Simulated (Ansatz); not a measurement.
**Preparing La2O3 (P-3m1) as a host crystal**

Aim: the runs on the perfect crystal La2O3 (P-3m1) that a defect calculation needs first.

Main program and level: Ansatz 0.2.0; plane-wave PAW DFT, PBEsol; single point of the host's primitive cell on a dense mesh; PAW set soft_1, in the first sound run; inputs show where later runs differ.

### Step 1. Set-up

Symmetry: P-3m1, No. 164, trigonal system. The conventional cell has a = 4.023 Å, b = 4.023 Å, c = 6.222 Å, α = 90.00°, β = 90.00°, γ = 120.00°. La has 7 O at 2.42 to 2.78 Å nearest. O has 4 La at 2.42 to 2.49 Å nearest. O has 6 La at 2.78 Å nearest. Farther neighbours and most contacts between anions are not listed.

### Step 2. Primitive cell on a dense mesh

A dense mesh gives the host's converged energy, against which the supercell's sampling is tested.

Contents of dense/input.yaml:

```yaml
crystal:
  lattice:
    - [4.0233908177, -2.95e-08, 0.0]
    - [-2.0116953833, 3.4843586723, 0.0]
    - [0.0, 0.0, 6.2222528885]
  atoms:
    - { symbol: La, position: [0.6666666667, 0.3333333333, 0.7546200505] }
    - { symbol: La, position: [0.3333333333, 0.6666666667, 0.2453799495] }
    - { symbol: O, position: [0.6666666667, 0.3333333333, 0.3539966585] }
    - { symbol: O, position: [0.3333333333, 0.6666666667, 0.6460033415] }
    - { symbol: O, position: [0.0, 0.0, 0.0] }
basis:
  ecutwfc: 420
  xc_grid: 2
hamiltonian:
  xc: pbesol
  pseudopotentials: { kind: paw, azcp: { folder: soft_1 }, xc_functional: pbe }
kpoints:
  mp_grid: { grid: [8, 8, 5] }
scf:
  occupations: { method: fermi_dirac, width: 0.01 }
  max_iter: 80
```

Started as:

```sh
ansatz run input.yaml --threads 8 --pin off --max-ram 15073MiB --backend cpu --events-out ev --progress --plain --runs-dir out
```

Numbers of over 12 decimals in the logs are rounded to 6 here.

What it wrote:

```text
Engine: ansatz 0.2.0, aarch64-unknown-linux-gnu
Pseudopotentials: kind: paw
Pseudopotential: La, paw, valence charge 11, recommended cutoff 420 eV (normal), soft_1/La.paw.azcp
Pseudopotential: O, paw, valence charge 6, recommended cutoff 420 eV (normal), soft_1/O.paw.azcp
Functional definition: PBEsol
  exchange = pbesol_x
  correlation = pbesol_c
Crystal: 5 atoms, lattice volume = 87.229 Å³
Basis set: ecut = 420 eV, 1725 PW (Γ), exchange–correlation on 54×54×90 points (8 copies of the dense FFT grid, shifted against one another)
Bands: 25, of which v1, the nominal top of the filled ones, is band 20 counted from 1 (19 counted from 0)
Symmetry: 12 space group operations
Space group: P-3m1 (ITA 164), of the structure as read, at distance tolerance 4.4e-5 Å
k-points: 40 of 320
Non-local potential: La, projectors of the file, l = 0: 3, l = 1: 2, l = 2: 2, l = 3: 3
Non-local potential: O, projectors of the file, l = 0: 2, l = 1: 2, l = 2: 1
PAW form: soft (Blöchl's): semilocal exchange-correlation on the pseudo side does not see the compensation charge
PAW frozen core: La, regenerated for the run's functional, and the local potential with it (the file was generated under x = pbe(κ = 0.804, μ = 0.219515), c = pbe(β = 0.066725))
PAW frozen core: O, regenerated for the run's functional, and the local potential with it (the file was generated under x = pbe(κ = 0.804, μ = 0.219515), c = pbe(β = 0.066725))
PAW one-centre angular grid: La, 590 points (default); XC on 64 Gauss nodes
PAW one-centre angular grid: O, 110 points (default); XC on 64 Gauss nodes
Initial density: superposition of atomic densities (chi_scale 0.1, normalization cell, long waves kept (reshape's long-wave potential 0.03 eV rms))
Initial wavefunctions: pseudopotential atomic-orbital guess
Functional: x = pbesol(κ = 0.804, μ = 0.123457), c = pbesol(β = 0.046)
SCF iter   1: F=—  HF=-14015.618050 eV  |F-HF|=—  |Δ(HF+E_count)|=         —  Δρ=7.85e-2  dr2=4.85e0  ethr=3.10e-3  ⟨swp⟩=5.0  Hψ=4493  notcnv=0
preconditioner: auto → Resta (q_TF=auto, 2.396 Å⁻¹)  ε∞=5.5  [insulator: Δε(μ)=2.570 eV  Ē_g=11.192 eV  σ=0.010 eV  W_gap=1.00  n_scr=22 (ndim 8)  ℏωp=23.9 eV  f_vac=0.000  D(μ)=0.00/eV (n_scr^D=0)  ε∞_Penn≈5.5]
SCF iter   2: F=—  HF=-14015.061395 eV  |F-HF|=—  |Δ(HF+E_count)|=   5.57e-1  Δρ=3.90e-2  dr2=1.54e0  ethr=3.10e-3  ⟨swp⟩=6.5  Hψ=3123  notcnv=0  defer=41
SCF iter   3: F=—  HF=-14014.863938 eV  |F-HF|=—  |Δ(HF+E_count)|=   1.97e-1  Δρ=1.61e-2  dr2=3.12e-1  ethr=3.10e-3  ⟨swp⟩=3.5  Hψ=2155  notcnv=0  defer=42
SCF iter   4: F=—  HF=-14014.866792 eV  |F-HF|=—  |Δ(HF+E_count)|=   2.85e-3  Δρ=6.85e-3  dr2=4.40e-2  ethr=7.79e-4  ⟨swp⟩=4.0  Hψ=1808  notcnv=0  defer=40
SCF iter   5: F=—  HF=-14014.864465 eV  |F-HF|=—  |Δ(HF+E_count)|=   2.33e-3  Δρ=3.79e-3  dr2=1.36e-2  ethr=1.10e-4  ⟨swp⟩=4.5  Hψ=1892  notcnv=0  defer=42
SCF iter   6: F=—  HF=-14014.864303 eV  |F-HF|=—  |Δ(HF+E_count)|=   1.62e-4  Δρ=1.30e-3  dr2=1.54e-3  ethr=3.39e-5  ⟨swp⟩=3.8  Hψ=1729  notcnv=0  defer=3
automatic band count: iteration 6 solves 24 bands in place of 25: the levels show a gap, and the empty bands left out lie too high to hold charge; the band table lists the bands solved (type scf.n_extra_bands for more)
SCF iter   7: F=—  HF=-14014.865675 eV  |F-HF|=—  |Δ(HF+E_count)|=   1.37e-3  Δρ=3.39e-4  dr2=1.32e-4  ethr=3.84e-6  ⟨swp⟩=5.0  Hψ=2315  notcnv=0  defer=3
SCF iter   8: F=—  HF=-14014.865729 eV  |F-HF|=—  |Δ(HF+E_count)|=   5.41e-5  Δρ=8.38e-5  dr2=8.66e-6  ethr=3.30e-7  ⟨swp⟩=4.3  Hψ=2039  notcnv=0  defer=2
SCF iter   9: F=—  HF=-14014.865753 eV  |F-HF|=—  |Δ(HF+E_count)|=   2.43e-5  Δρ=2.00e-5  dr2=3.82e-7  ethr=2.16e-8  ⟨swp⟩=2.0  Hψ=1378  notcnv=0
SCF iter  10: F=-14014.865753 eV  HF=-14014.865753 eV  |F-HF|=1.18e-9  |Δ(HF+E_count)|=   2.76e-9  Δρ=2.48e-6  dr2=7.80e-9  ethr=2.50e-10  ⟨swp⟩=3.0  Hψ=2438  notcnv=0
SCF 1 converged in 10 iterations: F = -14014.865753 eV  dr2 = 7.80e-9
  greatest PAW one-centre occupation: 0.971 electrons in one spin orbital (limit 2), on the La atom at site 1 (counted from 0), in its partial waves of l = 0
SCF converged after 10 iterations
Free energy (F): -14014.865753 eV
Harris-Foulkes:  -14014.865753 eV  (|F-HF|=1.18e-9)
Internal energy: -14014.865753 eV  (E = F + TS)
E sigma→0 (E₀):  -14014.865753 eV
Fermi energy:    10.452243 eV
--- Per-component energies (eV) ---
  E_band       = -49.160611
  E_kinetic    = 870.570314
  E_local      = -1561.731785  (includes V_loc(G=0)·N_el)
  E_nonlocal   = 334.973503
  E_hartree    = 573.291746
  E_xc         = -496.366063
  E_vxc        = -562.184449  (∫ρ·V_xc dr)
  E_paw        = -11127.422532  (= ΣΔE_a)
  E_vpaw       = -277.375438  (= ΣTr[D̂ρ^β])
  E_aug_tail   = 0.002263  (compensation charges beyond the density's cutoff)
  E_ewald      = -2608.627134
  E_core_change = 0.443936  (= ΣΔE_core)
  E_smearing   = -0.000000  (= −TS)
  E_closure    = -0.000000  (closes the sum)
  Σ components = -14014.865753   (vs F -14014.865753, Δ=0.00e0)
```

It took 0.91 s on 8 threads of Arm Neoverse V2, shared host; peak memory 0.47 GiB; 5.4 s of CPU time.

Reading the cycles: dr2 is the Hartree energy of the density residual (eV), the measure of convergence; HF is the Harris–Foulkes estimate of the energy, which meets the free energy F at convergence.

### Step 3. Self-consistent run

This step: plane-wave PAW DFT, PBEsol; single point of the defect-free supercell, a test of its k-points; PAW set soft_1 (Ansatz 0.2.0).

System of this step: La2O3 (P-3m1). The cell holds 90 atoms: 36 La and 54 O. Cell: a = 12.070 Å, b = 12.070 Å, c = 12.445 Å, α = 90.0°, β = 90.0°, γ = 120.0°.

Contents of pristine.sampling/input.yaml:

```yaml
crystal:
  lattice:
    - [12.0701724531, -8.86e-08, 0.0]
    - [-6.0350861498, 10.4530760168, 0.0]
    - [0.0, 0.0, 12.444505777]
  atoms:
    - { symbol: La, position: [0.2222222222, 0.1111111111, 0.3773100252] }
    - { symbol: La, position: [0.1111111111, 0.2222222222, 0.1226899748] }
    - { symbol: O, position: [0.2222222222, 0.1111111111, 0.1769983292] }
    - { symbol: O, position: [0.1111111111, 0.2222222222, 0.3230016708] }
    - { symbol: O, position: [0.0, 0.0, 0.0] }
    - { symbol: La, position: [0.2222222222, 0.1111111111, 0.8773100252] }
    - { symbol: La, position: [0.1111111111, 0.2222222222, 0.6226899748] }
    - { symbol: O, position: [0.2222222222, 0.1111111111, 0.6769983292] }
    - { symbol: O, position: [0.1111111111, 0.2222222222, 0.8230016708] }
    - { symbol: O, position: [0.0, 0.0, 0.5] }
    - { symbol: La, position: [0.2222222222, 0.4444444444, 0.3773100252] }
    - { symbol: La, position: [0.1111111111, 0.5555555556, 0.1226899748] }
    - { symbol: O, position: [0.2222222222, 0.4444444444, 0.1769983292] }
    - { symbol: O, position: [0.1111111111, 0.5555555556, 0.3230016708] }
    - { symbol: O, position: [0.0, 0.3333333333, 0.0] }
    - { symbol: La, position: [0.2222222222, 0.4444444444, 0.8773100252] }
    - { symbol: La, position: [0.1111111111, 0.5555555556, 0.6226899748] }
    - { symbol: O, position: [0.2222222222, 0.4444444444, 0.6769983292] }
    - { symbol: O, position: [0.1111111111, 0.5555555556, 0.8230016708] }
    - { symbol: O, position: [0.0, 0.3333333333, 0.5] }
    - { symbol: La, position: [0.2222222222, 0.7777777778, 0.3773100252] }
    - { symbol: La, position: [0.1111111111, 0.8888888889, 0.1226899748] }
    - { symbol: O, position: [0.2222222222, 0.7777777778, 0.1769983292] }
    - { symbol: O, position: [0.1111111111, 0.8888888889, 0.3230016708] }
    - { symbol: O, position: [0.0, 0.6666666667, 0.0] }
    - { symbol: La, position: [0.2222222222, 0.7777777778, 0.8773100252] }
    - { symbol: La, position: [0.1111111111, 0.8888888889, 0.6226899748] }
    - { symbol: O, position: [0.2222222222, 0.7777777778, 0.6769983292] }
    - { symbol: O, position: [0.1111111111, 0.8888888889, 0.8230016708] }
    - { symbol: O, position: [0.0, 0.6666666667, 0.5] }
    - { symbol: La, position: [0.5555555556, 0.1111111111, 0.3773100252] }
    - { symbol: La, position: [0.4444444444, 0.2222222222, 0.1226899748] }
    - { symbol: O, position: [0.5555555556, 0.1111111111, 0.1769983292] }
    - { symbol: O, position: [0.4444444444, 0.2222222222, 0.3230016708] }
    - { symbol: O, position: [0.3333333333, 0.0, 0.0] }
    - { symbol: La, position: [0.5555555556, 0.1111111111, 0.8773100252] }
    - { symbol: La, position: [0.4444444444, 0.2222222222, 0.6226899748] }
    - { symbol: O, position: [0.5555555556, 0.1111111111, 0.6769983292] }
    - { symbol: O, position: [0.4444444444, 0.2222222222, 0.8230016708] }
    - { symbol: O, position: [0.3333333333, 0.0, 0.5] }
    - { symbol: La, position: [0.5555555556, 0.4444444444, 0.3773100252] }
    - { symbol: La, position: [0.4444444444, 0.5555555556, 0.1226899748] }
    - { symbol: O, position: [0.5555555556, 0.4444444444, 0.1769983292] }
    - { symbol: O, position: [0.4444444444, 0.5555555556, 0.3230016708] }
    - { symbol: O, position: [0.3333333333, 0.3333333333, 0.0] }
    - { symbol: La, position: [0.5555555556, 0.4444444444, 0.8773100252] }
    - { symbol: La, position: [0.4444444444, 0.5555555556, 0.6226899748] }
    - { symbol: O, position: [0.5555555556, 0.4444444444, 0.6769983292] }
    - { symbol: O, position: [0.4444444444, 0.5555555556, 0.8230016708] }
    - { symbol: O, position: [0.3333333333, 0.3333333333, 0.5] }
    - { symbol: La, position: [0.5555555556, 0.7777777778, 0.3773100252] }
    - { symbol: La, position: [0.4444444444, 0.8888888889, 0.1226899748] }
    - { symbol: O, position: [0.5555555556, 0.7777777778, 0.1769983292] }
    - { symbol: O, position: [0.4444444444, 0.8888888889, 0.3230016708] }
    - { symbol: O, position: [0.3333333333, 0.6666666667, 0.0] }
    - { symbol: La, position: [0.5555555556, 0.7777777778, 0.8773100252] }
    - { symbol: La, position: [0.4444444444, 0.8888888889, 0.6226899748] }
    - { symbol: O, position: [0.5555555556, 0.7777777778, 0.6769983292] }
    - { symbol: O, position: [0.4444444444, 0.8888888889, 0.8230016708] }
    - { symbol: O, position: [0.3333333333, 0.6666666667, 0.5] }
    - { symbol: La, position: [0.8888888889, 0.1111111111, 0.3773100252] }
    - { symbol: La, position: [0.7777777778, 0.2222222222, 0.1226899748] }
    - { symbol: O, position: [0.8888888889, 0.1111111111, 0.1769983292] }
    - { symbol: O, position: [0.7777777778, 0.2222222222, 0.3230016708] }
    - { symbol: O, position: [0.6666666667, 0.0, 0.0] }
    - { symbol: La, position: [0.8888888889, 0.1111111111, 0.8773100252] }
    - { symbol: La, position: [0.7777777778, 0.2222222222, 0.6226899748] }
    - { symbol: O, position: [0.8888888889, 0.1111111111, 0.6769983292] }
    - { symbol: O, position: [0.7777777778, 0.2222222222, 0.8230016708] }
    - { symbol: O, position: [0.6666666667, 0.0, 0.5] }
    - { symbol: La, position: [0.8888888889, 0.4444444444, 0.3773100252] }
    - { symbol: La, position: [0.7777777778, 0.5555555556, 0.1226899748] }
    - { symbol: O, position: [0.8888888889, 0.4444444444, 0.1769983292] }
    - { symbol: O, position: [0.7777777778, 0.5555555556, 0.3230016708] }
    - { symbol: O, position: [0.6666666667, 0.3333333333, 0.0] }
    - { symbol: La, position: [0.8888888889, 0.4444444444, 0.8773100252] }
    - { symbol: La, position: [0.7777777778, 0.5555555556, 0.6226899748] }
    - { symbol: O, position: [0.8888888889, 0.4444444444, 0.6769983292] }
    - { symbol: O, position: [0.7777777778, 0.5555555556, 0.8230016708] }
    - { symbol: O, position: [0.6666666667, 0.3333333333, 0.5] }
    - { symbol: La, position: [0.8888888889, 0.7777777778, 0.3773100252] }
    - { symbol: La, position: [0.7777777778, 0.8888888889, 0.1226899748] }
    - { symbol: O, position: [0.8888888889, 0.7777777778, 0.1769983292] }
    - { symbol: O, position: [0.7777777778, 0.8888888889, 0.3230016708] }
    - { symbol: O, position: [0.6666666667, 0.6666666667, 0.0] }
    - { symbol: La, position: [0.8888888889, 0.7777777778, 0.8773100252] }
    - { symbol: La, position: [0.7777777778, 0.8888888889, 0.6226899748] }
    - { symbol: O, position: [0.8888888889, 0.7777777778, 0.6769983292] }
    - { symbol: O, position: [0.7777777778, 0.8888888889, 0.8230016708] }
    - { symbol: O, position: [0.6666666667, 0.6666666667, 0.5] }
basis:
  ecutwfc: 420
  xc_grid: 2
hamiltonian:
  xc: pbesol
  pseudopotentials: { kind: paw, azcp: { folder: soft_1 }, xc_functional: pbe }
kpoints:
  mp_grid: { grid: [1, 1, 1], shift: [0.25, 0.25, 0.25] }
scf:
  occupations: { method: fermi_dirac, width: 0.01 }
  max_iter: 80
```

What it wrote:

```text
[...]
Crystal: 90 atoms, lattice volume = 1570.129 Å³
Basis set: ecut = 420 eV, 30719 PW (Γ), exchange–correlation on 162×162×180 points (8 copies of the dense FFT grid, shifted against one another)
Bands: 450, of which v1, the nominal top of the filled ones, is band 360 counted from 1 (359 counted from 0)
Symmetry: 36 space group operations
k-points: 1
[...]
SCF iter   1: F=—  HF=-252281.103135 eV  |F-HF|=—  |Δ(HF+E_count)|=         —  Δρ=7.85e-2  dr2=8.72e1  ethr=3.10e-3  ⟨swp⟩=5.0  Hψ=1879  notcnv=0
[...]
SCF iter  10: F=-252267.564594 eV  HF=-252267.564594 eV  |F-HF|=4.07e-8  |Δ(HF+E_count)|=   2.43e-7  Δρ=2.41e-6  dr2=1.13e-7  ethr=1.39e-10  ⟨swp⟩=3.0  Hψ=1141  notcnv=0
SCF 1 converged in 10 iterations: F = -252267.564594 eV  dr2 = 1.13e-7
[...]
SCF converged after 10 iterations
Free energy (F): -252267.564594 eV
[...]
Internal energy: -252267.564594 eV  (E = F + TS)
E sigma→0 (E₀):  -252267.564594 eV
Fermi energy:    10.469898 eV
[...]
```

It took 9.3 s on 8 threads; peak memory 4.1 GiB; 68 s of CPU time.

This step gave:

| Property | Result |
| --- | --- |
| energy over dense mesh | 2.11e-4 eV/atom |

[end of part 1 of 4]

[Logs are printed without paths, hosts, clocks, repeated set-up lines and the standing remarks that a program may print on its own settings, such as how far it seeks lower states.]

[Hosts, paths, dates, database ids (printed as entryN), source tags and the programs' standing remarks are cut or masked in the printed files.]

[Runs of the host that timed out are not shown.]

[For some hosts the program warned that the k-mesh of the response run may be too coarse for force constants and the static dielectric constant; such warnings are not always shown.]
